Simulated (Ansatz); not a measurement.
# HfZnO3 in Pmc2_1, a phase reached by a soft mode: a soft mode frozen in, part 2 of 2

Wanted: the energy along a soft mode of HfZnO3 in Pmc2_1, a phase reached by a soft mode and the structure at the end.

Ansatz 0.2.0; DFT PBEsol, scalar-relativistic, plane waves, PAW; PAW set soft_1.

So far. Step 5 (Energy along the mode, all amplitudes (two of the runs …): The lowest of the steps tried is at 0.32 Å, 7.14 meV/atom below the parent; the bottom of the well need not coincide with a step. Step 7 (The new phase in its own primitive cell): The largest force component left is 0.48 meV/Å and the pressure is 0.000 GPa, within the tolerances set. The cell now holds 11.84 Å³/atom.

The structure was built from a prototype and need not be the compound's stable phase.

**8. Modes of the new phase (continued)**

Patterns of degenerate modes are one choice out of their space. Modes at Γ, with each element's share of the kinetic energy:

| mode | frequency (cm⁻¹) | symmetry | Zn % | Hf % | O % |
| --- | --- | --- | --- | --- | --- |
| 1 | 0.0 | acoustic | 22 | 61 | 16 |
| 2 | 0.0 | acoustic | 22 | 61 | 16 |
| 3 | 0.0 | acoustic | 22 | 61 | 16 |
| 4 | 61.7 | A2 | 76 | 10 | 14 |
| 5 | 83.0 | A2 | 10 | 86 | 4 |
| 6 | 100.1 | B2 | 26 | 32 | 42 |
| 7 | 103.3 | A1 | 62 | 3 | 35 |
| 8 | 105.8 | B1 | 59 | 31 | 9 |
| 9 | 142.1 | A1 | 22 | 40 | 38 |
| 10 | 173.8 | B2 | 36 | 36 | 28 |
| 11 | 178.4 | A1 | 43 | 46 | 11 |
| 12 | 202.5 | A1 | 40 | 23 | 38 |
| 13 | 207.0 | B2 | 33 | 33 | 34 |
| 14 | 231.2 | A1 | 1 | 18 | 81 |
| 15 | 260.9 | B2 | 33 | 25 | 42 |
| 16 | 280.7 | B2 | 47 | 7 | 46 |
| 17 | 297.6 | B1 | 7 | 7 | 86 |
| 18 | 353.7 | A2 | 1 | 3 | 96 |
| 19 | 367.1 | B2 | 2 | 0 | 98 |
| 20 | 392.9 | A1 | 5 | 2 | 94 |
| 21 | 421.3 | A1 | 3 | 4 | 93 |
| 22 | 449.6 | B1 | 1 | 0 | 99 |
| 23 | 458.6 | A2 | 0 | 0 | 100 |
| 24 | 503.5 | A2 | 14 | 0 | 86 |
| 25 | 509.1 | B2 | 1 | 3 | 96 |
| 26 | 514.0 | B1 | 10 | 0 | 89 |
| 27 | 563.5 | A1 | 1 | 1 | 98 |
| 28 | 577.8 | B2 | 1 | 2 | 97 |
| 29 | 691.3 | A1 | 0 | 3 | 97 |
| 30 | 721.1 | B2 | 1 | 0 | 99 |

Displacements in mode 4 (61.7 cm⁻¹), the largest set to 1:
```
Zn1 -1.00  0.00  0.00
Zn2  1.00  0.00  0.00
Hf3  0.22  0.00  0.00
Hf4 -0.22  0.00  0.00
O5  -0.83  0.00  0.00
O6   0.18  0.00  0.00
O7  -0.18  0.00  0.00
O8   0.83  0.00  0.00
O9   0.17  0.00  0.00
O10 -0.17  0.00  0.00
```

Displacements in mode 10 (173.8 cm⁻¹), the largest set to 1:
```
Zn1  0.00 -0.81 -0.24
Zn2  0.00 -0.81  0.24
Hf3  0.00  0.09  0.50
Hf4  0.00  0.09 -0.50
O5   0.00  1.00  0.25
O6   0.00  0.91  0.33
O7   0.00  0.91 -0.33
O8   0.00  1.00 -0.25
O9   0.00  0.41  0.33
O10  0.00  0.41 -0.33
```

Optical modes at the zone centre, without and with the macroscopic field of the longitudinal modes; each column is sorted by frequency, so a row need not hold one and the same mode. Modes with and without the field, by row:

| rank among optical modes | no field (cm⁻¹) | q along (1, 0, 0) (cm⁻¹) | q along (0, 1, 0) (cm⁻¹) | q along (0, 0, 1) (cm⁻¹) |
| --- | --- | --- | --- | --- |
| 1 | 61.7 | 61.7 | 61.7 | 61.7 |
| 2 | 83 | 83 | 83 | 83 |
| 3 | 100.1 | 100.1 | 103.3 | 100.1 |
| 4 | 103.3 | 103.3 | 105.8 | 105.7 |
| 5 | 105.8 | 113 | 124.1 | 105.8 |
| 6 | 142.1 | 142.1 | 142.1 | 143.8 |
| 7 | 173.8 | 173.8 | 178.4 | 173.8 |
| 8 | 178.4 | 178.4 | 200.6 | 178.4 |
| 9 | 202.5 | 202.5 | 202.5 | 202.6 |
| 10 | 207 | 207 | 213.3 | 207 |
| 11 | 231.2 | 231.2 | 231.2 | 260.9 |
| 12 | 260.9 | 260.9 | 275.3 | 270.7 |
| 13 | 280.7 | 280.7 | 297.6 | 280.7 |
| 14 | 297.6 | 353.7 | 353.7 | 297.6 |
| 15 | 353.7 | 367.1 | 354.7 | 353.7 |
| 16 | 367.1 | 392.9 | 392.9 | 367.1 |
| 17 | 392.9 | 421.3 | 417.8 | 400.2 |
| 18 | 421.3 | 448.9 | 421.3 | 449.6 |
| 19 | 449.6 | 458.6 | 449.6 | 458.6 |
| 20 | 458.6 | 491 | 458.6 | 503.5 |
| 21 | 503.5 | 503.5 | 503.5 | 509.1 |
| 22 | 509.1 | 509.1 | 514 | 514 |
| 23 | 514 | 563.5 | 546.6 | 562.3 |
| 24 | 563.5 | 577.8 | 563.5 | 577.8 |
| 25 | 577.8 | 634.1 | 677.8 | 632.5 |
| 26 | 691.3 | 691.3 | 691.3 | 716 |
| 27 | 721.1 | 721.1 | 721.1 | 721.1 |

Born charge (rows field, columns displacement) (e), principal values of the symmetric part by kind of site:

| atom | atoms with these values | low | middle | high | mean |
| --- | --- | --- | --- | --- | --- |
| Zn1 | 2 | 2.17 | 2.27 | 2.38 | 2.27 |
| Hf3 | 2 | 4.46 | 5.66 | 6.01 | 5.38 |
| O5 | 2 | -3.35 | -2.14 | -1.47 | -2.32 |
| O6 | 2 | -3.86 | -3.18 | -1.32 | -2.79 |
| O9 | 2 | -3.01 | -2.87 | -1.76 | -2.55 |

In full for O6:

```
-3.18  0.00  0.00
 0.00 -2.52  1.31
 0.00  1.23 -2.65
```

High-frequency dielectric tensor:

```
4.87 0.00 0.00
0.00 4.53 0.00
0.00 0.00 4.65
```

Static dielectric tensor (ions relaxed, fixed cell):

```
22.96  0.00  0.00
 0.00 35.99  0.00
 0.00  0.00 17.07
```

Transverse modes. Infrared lines, with heights relative to the strongest:

| position (cm⁻¹) | label | relative intensity |
| --- | --- | --- |
| 62 | A2 | 0.0 |
| 83 | A2 | 0.0 |
| 100 | B2 | 12 |
| 103 | A1 | 0.7 |
| 106 | B1 | 2.7 |
| 142 | A1 | 0.7 |
| 174 | B2 | 17 |
| 178 | A1 | 0.0 |
| 202 | A1 | 0.2 |
| 207 | B2 | 1.2 |
| 231 | A1 | 22 |
| 261 | B2 | 25 |
| 281 | B2 | 10 |
| 298 | B1 | 100 |
| 354 | A2 | 0.0 |
| 367 | B2 | 3.6 |
| 393 | A1 | 19 |
| 421 | A1 | 55 |
| 450 | B1 | 0.3 |
| 459 | A2 | 0.0 |
| 504 | A2 | 0.0 |
| 509 | B2 | 17 |
| 514 | B1 | 6.9 |
| 564 | A1 | 0.3 |
| 578 | B2 | 12 |
| 691 | A1 | 3.1 |
| 721 | B2 | 0.0 |

Before it was imposed, the acoustic sum rule was missed by 8.3e-5 eV/Å² and the charge sum rule by 0.0097 e. Small misses are needed for a sound result but don't prove that mesh and cutoff are converged. The lowest optical mode is real, 61.7 cm⁻¹.

The log warns of the k mesh: “the force constants stand on the 6×6×4 k-mesh, whose period is 13.57 times the interband length at k = (0.0000, 0.0000, 0.0000), direct gap 3.482 eV, under 14: take them and everything formed from them as unconverged”.

**9. The phases reached**

The phases reached along the modes that were followed are set side by side.

Energies are those of the first relaxation, on the mesh of the frozen mode; space group, volume and gap are those of the last relaxation. Phases, by row:

| mode frozen in | space group | energy from parent (meV/atom) | volume (Å³/atom) | gap on mesh (eV) | lowest zone-centre optical mode (cm⁻¹) | largest shift (Å) |
| --- | --- | --- | --- | --- | --- | --- |
| parent | Pmc2_1 | 0 | 12.81 | 1.71 | – | – |
| q = (0, 0, 0), 140i cm⁻¹ | Cmc2_1 | -198.2 | 11.84 | 3.386 | 61.7 | 0.841 |

**10. Summary of results**

| Quantity | Value |
| --- | --- |
| unstable mode of the parent | q = (0, 0, 0), 140i cm⁻¹ |
| depth at the lowest point sampled | 7.14 meV/atom |
| largest atomic shift at that point | 0.32 Å |
| space group reached (within 0.01 Å) | Cmc2_1 |
| energy gained over the parent (first relaxation, on the mesh of the frozen mode) | 198 meV/atom |
| volume per atom, phase reached | 11.8 Å³ |
| gap on the k-mesh, phase reached | 3.39 eV |
| lowest optical zone-centre mode, phase reached | 61.7 cm⁻¹ |
| highest optical mode at the zone centre (no LO-TO term), phase reached | 721 cm⁻¹ |

What this shows: Along this mode the structure falls into Cmc2_1, 198 meV/atom below the parent. At the parent's cell the well is 7.143 meV/atom deep on the steps tried, with its lowest point at a shift of 0.32 Å. Relaxing atoms and cell changes the gain by +191.10 meV/atom against the lowest step (energies at zero smearing). Most of the total comes from this relaxation. The new phase has no imaginary mode at the zone centre of its cell; other wavevectors were not checked. Each path keeps the symmetry of its pattern, so a lower phase may lie along a pattern not tried. With the field response the log warns that the k mesh is coarse for the force constants too, so the frequencies may not be converged. Spin-orbit coupling is left out, which can matter for the heavy elements here. The PAW files were made for PBE and serve the other functionals too. The starting cell was built on a prototype and not taken from a measurement, so the phase need not exist.

[Logs are printed without paths, hosts, clocks, repeated set-up lines and the standing remarks that a program may print on its own settings, such as how far it seeks lower states.]

[Hosts, paths, dates, database ids (printed as entryN), source tags and the programs' standing remarks are cut or masked in the printed files.]
